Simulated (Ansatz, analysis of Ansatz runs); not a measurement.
# Migration in Li2CdCl4 (Imma): V_Li hop (4.4 Å), charge −1, part 2 of 4

Aim: the barrier of one jump in Li2CdCl4 (Imma) at charge −1: V_Li hop (4.4 Å). The model is a cell of 56 host atoms with 1 Li taken out; Li is the atom that moves.

Ansatz 0.2.0; plane-wave PAW DFT, PBEsol; nudged elastic band between two relaxed defect structures at fixed charge in a uniform background.

So far: Starting point; Relaxation of the start point, charge −1; Relaxation of the end point, charge −1.

## (4) Nudged elastic band, charge −1

5 movable images are laid between the ends on a pair-potential path, which keeps atoms from colliding in the first guess. Each image feels the true force across the path and a spring force along it. The highest image is set to climb to the top of the path.

This step: plane-wave PAW DFT, PBEsol; nudged elastic band between two relaxed defect structures at fixed charge in a uniform background.

Input file qm1.neb/input.yaml:

```yaml
crystal:
  lattice:
    - [0.0, 7.62069338, 10.46883164]
    - [7.38023042, 0.0, 10.46883164]
    - [7.38023042, 7.62069338, 0.0]
  atoms:
    - { symbol: Li, position: [0.19669326, 0.44572271, 0.05373959] }
    - { symbol: Li, position: [0.69669906, 0.94624629, 0.55332314] }
    - { symbol: Li, position: [0.94486781, 0.19463771, 0.80538177] }
    - { symbol: Li, position: [0.12675132, 0.62951542, 0.62336141] }
    - { symbol: Li, position: [0.37365395, 0.87693542, 0.87894652] }
    - { symbol: Li, position: [0.62441004, 0.12337042, 0.12687928] }
    - { symbol: Li, position: [0.87095891, 0.37970513, 0.37667163] }
    - { symbol: Li, position: [0.13008201, 0.12119216, 0.12379918] }
    - { symbol: Li, position: [0.37942062, 0.37773037, 0.37104721] }
    - { symbol: Li, position: [0.62661855, 0.62377986, 0.62059632] }
    - { symbol: Li, position: [0.87350992, 0.87457313, 0.87703105] }
    - { symbol: Li, position: [0.05441436, 0.80497196, 0.1950099] }
    - { symbol: Li, position: [0.30543061, 0.05073222, 0.44503028] }
    - { symbol: Li, position: [0.55576268, 0.30313634, 0.69592953] }
    - { symbol: Li, position: [0.8011376, 0.55500459, 0.9489653] }
    - { symbol: Cd, position: [0.0048273, -0.0043116, 0.49956334] }
    - { symbol: Cd, position: [0.25041664, 0.25131979, 0.74858608] }
    - { symbol: Cd, position: [0.49956969, 0.50090258, 0.00455276] }
    - { symbol: Cd, position: [0.74734687, 0.74640885, 0.25396397] }
    - { symbol: Cd, position: [0.00184322, 0.49987479, 0.50015306] }
    - { symbol: Cd, position: [0.25125774, 0.74894125, 0.74560617] }
    - { symbol: Cd, position: [0.49720305, -0.00345218, 0.00280814] }
    - { symbol: Cd, position: [0.74631709, 0.25479631, 0.25021348] }
    - { symbol: Cl, position: [0.13424942, 0.12262514, 0.87778967] }
    - { symbol: Cl, position: [0.38679406, 0.36684714, 0.13134148] }
    - { symbol: Cl, position: [0.64454392, 0.61275337, 0.38754376] }
    - { symbol: Cl, position: [0.8842719, 0.86931736, 0.63394469] }
    - { symbol: Cl, position: [0.24298574, 0.75107773, 0.50760106] }
    - { symbol: Cl, position: [0.49676676, 1.00253121, 0.74910775] }
    - { symbol: Cl, position: [0.74723631, 0.2465244, 0.00339887] }
    - { symbol: Cl, position: [1.00138204, 0.49783245, 0.25413071] }
    - { symbol: Cl, position: [0.1161898, 0.63718193, 0.8661612] }
    - { symbol: Cl, position: [0.36267017, 0.89472011, 0.10540485] }
    - { symbol: Cl, position: [0.61892802, 0.13497946, 0.36326598] }
    - { symbol: Cl, position: [0.87229435, 0.38439082, 0.61592718] }
    - { symbol: Cl, position: [0.2480836, 0.25101735, -0.00270185] }
    - { symbol: Cl, position: [0.50153947, 0.49304038, 0.24864808] }
    - { symbol: Cl, position: [0.75277589, 0.74635226, 0.50221328] }
    - { symbol: Cl, position: [0.99685795, 0.99703504, 0.75332998] }
    - { symbol: Cl, position: [-0.00333552, 0.00581001, 0.24978734] }
    - { symbol: Cl, position: [0.25221438, 0.25340132, 0.49853456] }
    - { symbol: Cl, position: [0.50104877, 0.50123346, 0.75399523] }
    - { symbol: Cl, position: [0.75149969, 0.75271881, 0.99950729] }
    - { symbol: Cl, position: [0.13289589, 0.61417798, 0.38634542] }
    - { symbol: Cl, position: [0.38148342, 0.86399061, 0.63877641] }
    - { symbol: Cl, position: [0.628507, 0.11151366, 0.88922078] }
    - { symbol: Cl, position: [0.88426578, 0.36172461, 0.13631647] }
    - { symbol: Cl, position: [0.00362225, 0.50213472, 0.74630975] }
    - { symbol: Cl, position: [0.25161455, 0.7511364, 0.99394504] }
    - { symbol: Cl, position: [0.50313281, 0.0011015, 0.24697387] }
    - { symbol: Cl, position: [0.75602413, 0.24678357, 0.49824994] }
    - { symbol: Cl, position: [0.11163283, 0.13400936, 0.3687998] }
    - { symbol: Cl, position: [0.36392648, 0.38309291, 0.6176732] }
    - { symbol: Cl, position: [0.6139117, 0.63157282, 0.86625612] }
    - { symbol: Cl, position: [0.86131179, 0.87880094, 0.12202801] }
total_charge: -1
basis:
  ecutwfc: 420
  xc_grid: 2
hamiltonian:
  xc: pbesol
kpoints:
  mp_grid: { grid: [1, 1, 1], shift: [0.25, 0.25, 0.25] }
scf:
  occupations: { method: fixed }
  max_iter: 150
output:
  forces: true
neb:
  images: 5
  f_tol: 0.04
  climbing: true
  initial_path: idpp
  max_iterations: 45
  order_check: false
  final_atoms:
    - { symbol: Li, position: [0.19568106, 0.44617199, 0.05546076] }
    - { symbol: Li, position: [0.69484848, 0.94714579, 0.55438622] }
[... 2 atom lines left out ...]
    - { symbol: Li, position: [0.37868191, 0.87082257, 0.87436113] }
[... 9 atom lines left out ...]
    - { symbol: Li, position: [0.44886296, 0.69583468, 1.30144763] }
[... 2 atom lines left out ...]
    - { symbol: Cd, position: [0.50250833, 0.50411752, -0.00281428] }
    - { symbol: Cd, position: [0.75028347, 0.74987496, 0.24640918] }
[... 2 atom lines left out ...]
    - { symbol: Cd, position: [0.50432655, -0.00418796, -3.272e-05] }
    - { symbol: Cd, position: [0.75367753, 0.25321203, 0.24751837] }
[... 2 atom lines left out ...]
    - { symbol: Cl, position: [0.63585622, 0.61923211, 0.38395443] }
[... 6 atom lines left out ...]
    - { symbol: Cl, position: [0.36631557, 0.8887583, 0.11422715] }
[... 3 atom lines left out ...]
    - { symbol: Cl, position: [0.49899601, 0.49774502, 0.25121448] }
[... 5 atom lines left out ...]
    - { symbol: Cl, position: [0.74899986, 0.75758478, 1.00195114] }
[... 3 atom lines left out ...]
    - { symbol: Cl, position: [0.88720703, 0.35621887, 0.14487692] }
[... 6 atom lines left out ...]
    - { symbol: Cl, position: [0.60540693, 0.63766962, 0.86349337] }
    - { symbol: Cl, position: [0.8631526, 0.88389748, 0.11937107] }
```

Started as:

```bash
> ansatz run input.yaml --threads 4 --pin off --max-ram 14131MiB --backend cpu --events-out ev --progress --plain --runs-dir out
```

The log of the run:

```text
Warning: neb: disabling space-group detection — the band's intermediate images generally break the endpoint symmetry, so the full k-mesh is solved, and no spatial operation symmetrises the density, except that a semilocal band can use its path's symmetry [...]
[...]
parallel-image band execution: 2 concurrent image workers
NEB image 0
Crystal: 55 atoms, lattice volume = 1177.586 Å³
Basis set: ecut = 420 eV, 23051 PW (Γ), exchange–correlation on 180×180×144 points (8 copies of the dense FFT grid, shifted against one another)
Bands: 270, of which v1, the nominal top of the filled ones, is band 215 counted from 1 (214 counted from 0)
Symmetry: 1 space group operations
k-points: 1
[...]
SCF iter   1: F=—  HF=-102540.947238 eV  |F-HF|=—  |Δ(HF+E_count)|=         —  Δρ=9.39e-3  dr2=1.11e0  ethr=1.77e-3  ⟨swp⟩=5.0  Hψ=780  notcnv=0  defer=53
[...]
SCF iter   8: F=-102540.563854 eV  HF=-102540.563854 eV  |F-HF|=9.20e-8  |Δ(HF+E_count)|=   8.38e-7  Δρ=2.63e-6  dr2=8.07e-8  ethr=2.33e-11  ⟨swp⟩=2.0  Hψ=927  notcnv=0
SCF 1 converged in 8 iterations: F = -102540.563854 eV  dr2 = 8.07e-8
[...]
NSCF: frozen V_eff on 1 k-points
NEB image 6
SCF iter   1: F=—  HF=-102540.946947 eV  |F-HF|=—  |Δ(HF+E_count)|=         —  Δρ=9.39e-3  dr2=1.11e0  ethr=1.77e-3  ⟨swp⟩=5.0  Hψ=780  notcnv=0  defer=53
[...]
SCF iter   8: F=-102540.563520 eV  HF=-102540.563520 eV  |F-HF|=8.90e-8  |Δ(HF+E_count)|=   8.08e-7  Δρ=2.65e-6  dr2=8.09e-8  ethr=2.33e-11  ⟨swp⟩=2.0  Hψ=927  notcnv=0
SCF 2 converged in 8 iterations: F = -102540.563520 eV  dr2 = 8.09e-8
[...]
NEB end point (image 0): max|allowed force component| = 1.070e-2 eV/Å (the criterion of neb.relax_end_points is 1.000e-2)
NEB end point (image 6): max|allowed force component| = 1.846e-2 eV/Å (the criterion of neb.relax_end_points is 1.000e-2)
NEB image 1
SCF iter   1: F=—  HF=-102540.692150 eV  |F-HF|=—  |Δ(HF+E_count)|=         —  Δρ=9.39e-3  dr2=1.11e0  ethr=1.77e-3  ⟨swp⟩=5.0  Hψ=780  notcnv=0  defer=53
[...]
SCF iter   8: F=-102540.307947 eV  HF=-102540.307947 eV  |F-HF|=9.48e-8  |Δ(HF+E_count)|=   8.23e-7  Δρ=2.65e-6  dr2=8.13e-8  ethr=2.33e-11  ⟨swp⟩=2.0  Hψ=927  notcnv=0
SCF 3 converged in 8 iterations: F = -102540.307947 eV  dr2 = 8.13e-8
NEB image 2
SCF iter   1: F=—  HF=-102540.455597 eV  |F-HF|=—  |Δ(HF+E_count)|=         —  Δρ=9.39e-3  dr2=1.11e0  ethr=1.77e-3  ⟨swp⟩=5.0  Hψ=780  notcnv=0  defer=53
[...]
SCF iter   8: F=-102540.070287 eV  HF=-102540.070287 eV  |F-HF|=1.62e-7  |Δ(HF+E_count)|=   2.05e-6  Δρ=2.11e-6  dr2=8.84e-8  ethr=2.33e-11  ⟨swp⟩=2.0  Hψ=927  notcnv=0
SCF 4 converged in 8 iterations: F = -102540.070287 eV  dr2 = 8.84e-8
NEB image 3
SCF iter   1: F=—  HF=-102540.383368 eV  |F-HF|=—  |Δ(HF+E_count)|=         —  Δρ=9.38e-3  dr2=1.11e0  ethr=1.77e-3  ⟨swp⟩=5.0  Hψ=779  notcnv=0  defer=53
[...]
SCF iter   8: F=-102539.998005 eV  HF=-102539.998005 eV  |F-HF|=8.35e-8  |Δ(HF+E_count)|=   7.51e-7  Δρ=2.56e-6  dr2=7.71e-8  ethr=2.33e-11  ⟨swp⟩=2.0  Hψ=927  notcnv=0
SCF 5 converged in 8 iterations: F = -102539.998005 eV  dr2 = 7.71e-8
NEB image 4
SCF iter   1: F=—  HF=-102540.458183 eV  |F-HF|=—  |Δ(HF+E_count)|=         —  Δρ=9.38e-3  dr2=1.11e0  ethr=1.77e-3  ⟨swp⟩=5.0  Hψ=780  notcnv=0  defer=53
[...]
SCF iter   8: F=-102540.072947 eV  HF=-102540.072947 eV  |F-HF|=1.58e-7  |Δ(HF+E_count)|=   2.44e-6  Δρ=2.05e-6  dr2=8.46e-8  ethr=2.33e-11  ⟨swp⟩=2.0  Hψ=927  notcnv=0
SCF 6 converged in 8 iterations: F = -102540.072947 eV  dr2 = 8.46e-8
NEB image 5
SCF iter   1: F=—  HF=-102540.696632 eV  |F-HF|=—  |Δ(HF+E_count)|=         —  Δρ=9.39e-3  dr2=1.11e0  ethr=1.77e-3  ⟨swp⟩=5.0  Hψ=780  notcnv=0  defer=53
[...]
SCF iter   8: F=-102540.312244 eV  HF=-102540.312244 eV  |F-HF|=5.64e-8  |Δ(HF+E_count)|=   6.57e-7  Δρ=2.62e-6  dr2=7.21e-8  ethr=2.33e-11  ⟨swp⟩=2.0  Hψ=927  notcnv=0
SCF 7 converged in 8 iterations: F = -102540.312244 eV  dr2 = 7.21e-8
NEB iter   1: max|band force component| = 8.268e-1 eV/Å  barrier→ = 0.5658 eV  barrier← = 0.5655 eV  Δτ_max = 0.2000 Å  (56 SCF iters)
NEB image 1
[...]
iter 1 solved again at ethr=3.56e-5 eV; its pass at ethr=3.10e-3 eV (dr2=1.53e-1 eV) is discarded
[...]
SCF iter   8: F=-102540.452878 eV  HF=-102540.452878 eV  |F-HF|=8.75e-9  |Δ(HF+E_count)|=   1.67e-7  Δρ=9.98e-7  dr2=1.60e-8  ethr=2.33e-11  ⟨swp⟩=3.0  Hψ=702  notcnv=0
SCF 8 converged in 8 iterations: F = -102540.452878 eV  dr2 = 1.60e-8
NEB image 2
[...]
SCF iter   8: F=-102540.443818 eV  HF=-102540.443818 eV  |F-HF|=1.71e-8  |Δ(HF+E_count)|=   3.08e-7  Δρ=1.48e-6  dr2=3.72e-8  ethr=2.33e-11  ⟨swp⟩=4.0  Hψ=839  notcnv=0
SCF 9 converged in 8 iterations: F = -102540.443818 eV  dr2 = 3.72e-8
NEB image 3
[...]
SCF iter   8: F=-102540.464147 eV  HF=-102540.464147 eV  |F-HF|=1.29e-8  |Δ(HF+E_count)|=   2.82e-7  Δρ=1.54e-6  dr2=4.07e-8  ethr=2.33e-11  ⟨swp⟩=4.0  Hψ=836  notcnv=0
SCF 10 converged in 8 iterations: F = -102540.464147 eV  dr2 = 4.07e-8
NEB image 4
[...]
SCF iter   8: F=-102540.444699 eV  HF=-102540.444699 eV  |F-HF|=1.59e-8  |Δ(HF+E_count)|=   2.98e-7  Δρ=1.47e-6  dr2=3.61e-8  ethr=2.33e-11  ⟨swp⟩=4.0  Hψ=836  notcnv=0
SCF 11 converged in 8 iterations: F = -102540.444699 eV  dr2 = 3.61e-8
NEB image 5
[...]
SCF iter   8: F=-102540.452929 eV  HF=-102540.452929 eV  |F-HF|=8.41e-9  |Δ(HF+E_count)|=   1.55e-7  Δρ=1.01e-6  dr2=1.59e-8  ethr=2.33e-11  ⟨swp⟩=3.0  Hψ=703  notcnv=0
SCF 12 converged in 8 iterations: F = -102540.452929 eV  dr2 = 1.59e-8
NEB iter   2: max|band force component| = 2.099e-1 eV/Å  barrier→ = 0.1200 eV  barrier← = 0.1197 eV  CI = image 2  Δτ_max = 0.1464 Å  (40 SCF iters)
NEB image 1
[...]
SCF iter   7: F=-102540.484522 eV  HF=-102540.484522 eV  |F-HF|=2.14e-8  |Δ(HF+E_count)|=   9.90e-9  Δρ=1.35e-6  dr2=2.28e-8  ethr=2.33e-11  ⟨swp⟩=4.0  Hψ=839  notcnv=0
SCF 13 converged in 7 iterations: F = -102540.484522 eV  dr2 = 2.28e-8
NEB image 2
[...]
SCF iter   7: F=-102540.487811 eV  HF=-102540.487811 eV  |F-HF|=9.62e-8  |Δ(HF+E_count)|=   3.01e-7  Δρ=2.53e-6  dr2=8.75e-8  ethr=2.33e-11  ⟨swp⟩=2.0  Hψ=921  notcnv=0
SCF 14 converged in 7 iterations: F = -102540.487811 eV  dr2 = 8.75e-8
NEB image 3
[...]
NEB iter   4: max|band force component| = 1.340e-1 eV/Å  barrier→ = 0.0851 eV  barrier← = 0.0848 eV  CI = image 5  Δτ_max = 0.0393 Å  (34 SCF iters)
NEB image 1
[...]
SCF iter   6: F=-102540.485225 eV  HF=-102540.485225 eV  |F-HF|=1.89e-10  |Δ(HF+E_count)|=   8.36e-8  Δρ=8.99e-7  dr2=1.02e-8  ethr=2.33e-11  ⟨swp⟩=3.0  Hψ=701  notcnv=0
SCF 23 converged in 6 iterations: F = -102540.485225 eV  dr2 = 1.02e-8
NEB image 2
[...]
SCF iter   6: F=-102540.517880 eV  HF=-102540.517880 eV  |F-HF|=1.55e-8  |Δ(HF+E_count)|=   1.72e-7  Δρ=1.94e-6  dr2=3.77e-8  ethr=2.33e-11  ⟨swp⟩=4.0  Hψ=828  notcnv=0
SCF 24 converged in 6 iterations: F = -102540.517880 eV  dr2 = 3.77e-8
NEB image 3
[...]
SCF iter   6: F=-102540.578061 eV  HF=-102540.578061 eV  |F-HF|=1.85e-8  |Δ(HF+E_count)|=   1.91e-7  Δρ=2.04e-6  dr2=4.02e-8  ethr=2.33e-11  ⟨swp⟩=4.0  Hψ=835  notcnv=0
SCF 25 converged in 6 iterations: F = -102540.578061 eV  dr2 = 4.02e-8
NEB image 4
[...]
SCF iter   6: F=-102540.538358 eV  HF=-102540.538358 eV  |F-HF|=6.39e-9  |Δ(HF+E_count)|=   1.09e-7  Δρ=1.37e-6  dr2=1.94e-8  ethr=2.33e-11  ⟨swp⟩=3.0  Hψ=702  notcnv=0
SCF 26 converged in 6 iterations: F = -102540.538358 eV  dr2 = 1.94e-8
NEB image 5
[...]
SCF iter   6: F=-102540.479414 eV  HF=-102540.479414 eV  |F-HF|=5.53e-9  |Δ(HF+E_count)|=   1.19e-7  Δρ=1.08e-6  dr2=1.44e-8  ethr=2.33e-11  ⟨swp⟩=3.0  Hψ=704  notcnv=0
SCF 27 converged in 6 iterations: F = -102540.479414 eV  dr2 = 1.44e-8
NEB image 1
[...]
NEB image 2
[...]
NEB image 3
[...]
NEB image 4
[...]
NEB image 5
[...]
the band table was solved once a step of the walk had ended and its energy, with any forces and stress, was formed, with the checks that follow a solve (1271 applications of the Hamiltonian). They found nothing against the state; [...]
NEB iter   5: max|band force component| = 2.286e-2 eV/Å  barrier→ = 0.0844 eV  barrier← = 0.0841 eV  CI = image 5  Δτ_max = 0.0000 Å  (30 SCF iters)
SCF converged after 6 iterations
Free energy (F): -102540.479414 eV
[...]
Internal energy: -102540.479414 eV  (E = F + TS)
E sigma→0 (E₀):  -102540.479414 eV
Fermi energy:    2.516940 eV
[...]
--- Forces (eV/Å), atoms counted from 1 ---
  atom   1  Li    -0.00204091     0.00008520     0.00129479
  atom   2  Li    -0.00142608     0.00061686     0.00158820
  [... 12 atoms left out ...]
  atom  15  Li     0.00201275     0.00090739    -0.00373481
  [... 2 atoms left out ...]
  atom  18  Cd     0.00447805     0.00704190    -0.00545939
  [... 3 atoms left out ...]
  atom  22  Cd    -0.00771177     0.00525164    -0.01143729
  atom  23  Cd     0.00689081    -0.00701792    -0.00603098
  [... 2 atoms left out ...]
  atom  26  Cl    -0.00001407    -0.00462700     0.00266951
  [... 6 atoms left out ...]
  atom  33  Cl    -0.00098486     0.00530948     0.00281289
  [... 3 atoms left out ...]
  atom  37  Cl    -0.00251460    -0.00006102     0.00290702
  [... 5 atoms left out ...]
  atom  43  Cl     0.00502519    -0.00086492     0.00621026
  [... 3 atoms left out ...]
  atom  47  Cl    -0.00120333     0.00106887     0.00296026
  [... 6 atoms left out ...]
  atom  54  Cl     0.00044480    -0.00138971     0.00367527
  [... 1 atom left out ...]
  max |Σ_I F_I| component: 7.63e-5 eV/Å
--- Band table (eV) ---
[...]
this run last wrote the band of iteration 5 to <dir>
--- NEB band (7 images, 5 band iterations, 195 SCF iterations) ---
  forward barrier  = 0.084440 eV
  backward barrier = 0.084106 eV
  climbing image's point = of an order that was not read
  energies are F+E_penalty+E_count in eV, relative to image 0
  image     s (Å)  Δ vs image 0  max|band force component| (eV/Å)
      0    0.0000      0.000000                                 —
      1    0.7064      0.078629                          8.407e-3
      2    1.4128      0.045974                          2.286e-2
      3    2.1194     -0.014207                          2.096e-2
      4    2.8259      0.025496                          1.508e-2
  *   5    3.5327      0.084440                          1.152e-2
      6    4.3999      0.000334                                 —
  climbing-image geometry (image 5):
  cell:  # Å, volume = 1177.5860 Å³
    - [0.0, 7.62069338, 10.46883164]
    - [7.38023042, 0.0, 10.46883164]
    - [7.38023042, 7.62069338, 0.0]
  atoms:
    - { symbol: Li, position: [0.194905, 0.446488, 0.056237] }
    - { symbol: Li, position: [0.693996, 0.947444, 0.555211] }
    - { symbol: Li, position: [0.944762, 0.198988, 0.805466] }
    - { symbol: Li, position: [0.124921, 0.623941, 0.625378] }
    - { symbol: Li, position: [0.377280, 0.872448, 0.872917] }
    - { symbol: Li, position: [0.625294, 0.126406, 0.125323] }
    - { symbol: Li, position: [0.877567, 0.372101, 0.373133] }
    - { symbol: Li, position: [0.117474, 0.132902, 0.127126] }
    - { symbol: Li, position: [0.375103, 0.375639, 0.375391] }
    - { symbol: Li, position: [0.623405, 0.626916, 0.633378] }
    - { symbol: Li, position: [0.871476, 0.871370, 0.879063] }
    - { symbol: Li, position: [0.055781, 0.803474, 0.194968] }
    - { symbol: Li, position: [0.305204, 0.054146, 0.445417] }
    - { symbol: Li, position: [0.555569, 0.303662, 0.694668] }
    - { symbol: Li, position: [0.519140, 0.671176, 1.231040] }
    - { symbol: Cd, position: [0.003674, -0.005062, 0.502367] }
    - { symbol: Cd, position: [0.244713, 0.255848, 0.750764] }
    - { symbol: Cd, position: [0.502218, 0.502080, -0.004419] }
    - { symbol: Cd, position: [0.751501, 0.750590, 0.248306] }
    - { symbol: Cd, position: [-0.000214, 0.500918, 0.505475] }
    - { symbol: Cd, position: [0.248117, 0.750487, 0.746782] }
    - { symbol: Cd, position: [0.502247, 9.976014e-5, -0.001405] }
    - { symbol: Cd, position: [0.755115, 0.249419, 0.247959] }
    - { symbol: Cl, position: [0.137131, 0.118144, 0.882265] }
    - { symbol: Cl, position: [0.388257, 0.370434, 0.129792] }
    - { symbol: Cl, position: [0.639566, 0.617318, 0.384253] }
    - { symbol: Cl, position: [0.883875, 0.868276, 0.634608] }
    - { symbol: Cl, position: [0.244610, 0.748930, 0.506131] }
    - { symbol: Cl, position: [0.493384, 1.005229, 0.751693] }
    - { symbol: Cl, position: [0.747200, 0.248026, 0.003557] }
    - { symbol: Cl, position: [0.998996, 0.499561, 0.257356] }
    - { symbol: Cl, position: [0.115541, 0.636494, 0.866394] }
    - { symbol: Cl, position: [0.366017, 0.890992, 0.110619] }
    - { symbol: Cl, position: [0.620576, 0.138171, 0.361914] }
    - { symbol: Cl, position: [0.867975, 0.387305, 0.613181] }
    - { symbol: Cl, position: [0.251279, 0.246633, 0.001277] }
    - { symbol: Cl, position: [0.500835, 0.495358, 0.249414] }
    - { symbol: Cl, position: [0.748801, 0.749059, 0.498883] }
    - { symbol: Cl, position: [0.996937, 0.997968, 0.753159] }
    - { symbol: Cl, position: [0.003043, -0.000824, 0.251836] }
    - { symbol: Cl, position: [0.253146, 0.252507, 0.497630] }
    - { symbol: Cl, position: [0.498898, 0.503292, 0.747758] }
    - { symbol: Cl, position: [0.744041, 0.756528, 1.006616] }
    - { symbol: Cl, position: [0.134373, 0.613244, 0.383800] }
    - { symbol: Cl, position: [0.379211, 0.865311, 0.635939] }
    - { symbol: Cl, position: [0.631566, 0.115870, 0.887153] }
    - { symbol: Cl, position: [0.882388, 0.359921, 0.145475] }
    - { symbol: Cl, position: [0.007892, 0.500738, 0.742111] }
    - { symbol: Cl, position: [0.249347, 0.751599, 0.994138] }
    - { symbol: Cl, position: [0.502695, 0.003798, 0.247283] }
    - { symbol: Cl, position: [0.755927, 0.245038, 0.500590] }
    - { symbol: Cl, position: [0.114648, 0.129821, 0.371474] }
    - { symbol: Cl, position: [0.366652, 0.380807, 0.616262] }
    - { symbol: Cl, position: [0.604945, 0.637114, 0.868526] }
    - { symbol: Cl, position: [0.863397, 0.883881, 0.119070] }
```

It took 4.6 min on 4 threads of Intel Xeon Platinum 8124M at 3.00GHz (Skylake/Cascade Lake), shared host; peak memory 4 GiB; 15 min of CPU time.

Images along the path:

```tsv
image	path (Å)	energy (eV)	Li15: x, y, z (Å)
0	0.000	0.0000	11.100, 13.337, 14.197
1	0.706	0.0786	11.670, 13.339, 13.813
2	1.413	0.0460	12.239, 13.338, 13.411
3	2.119	-0.0142	12.846, 13.287, 13.114
4	2.826	0.0255	13.471, 13.333, 12.857
5	3.533	0.0844	14.039, 13.338, 12.461
6	4.400	0.0003	14.740, 13.339, 11.984
```

This step gave:

* free energy: -102540.4794 eV
* barrier forward: 0.08444 eV
* barrier backward: 0.08411 eV
* end less start: 3.34e-4 eV
* hop length: 4.261 Å

Track of the atom that was set to move:

```tsv
image	x (Å)	y (Å)	z (Å)	nearest neighbour	distance (Å)
0	11.1	13.34	14.2	Cl	2.361
1	11.67	13.34	13.81	Cl	2.312
2	12.24	13.34	13.41	Cl	2.381
3	12.85	13.29	13.11	Cl	2.559
4	13.47	13.33	12.86	Cl	2.411
5	14.04	13.34	12.46	Cl	2.318
6	14.74	13.34	11.98	Cl	2.357
```

The band met its tolerance of 0.04 eV/Å after 5 iterations, with image 5 on top (the start counts as 0). Li15, which moves farthest between the ends, has 4 Cl at 2.36 to 2.45 Å nearest at the start and 3 Cl at 2.32 to 2.34 Å at the top. Image 3 lies 0.014 eV under the start, so a lower structure than the start lies on the path, and the climb from it is at least 0.10 eV.

[end of part 2 of 4]

[Long decimals in the printed logs are rounded to 6 places.]

[Repeated set-up lines and some long k-point lines are left out of the logs, and relaxed atomic positions are cut to six decimals.]

[Logs are printed without paths, hosts, clocks, repeated set-up lines and the standing remarks that a program may print on its own settings, such as how far it seeks lower states.]

[Hosts, paths, dates, database ids (printed as entryN), source tags and the programs' standing remarks are cut or masked in the printed files.]
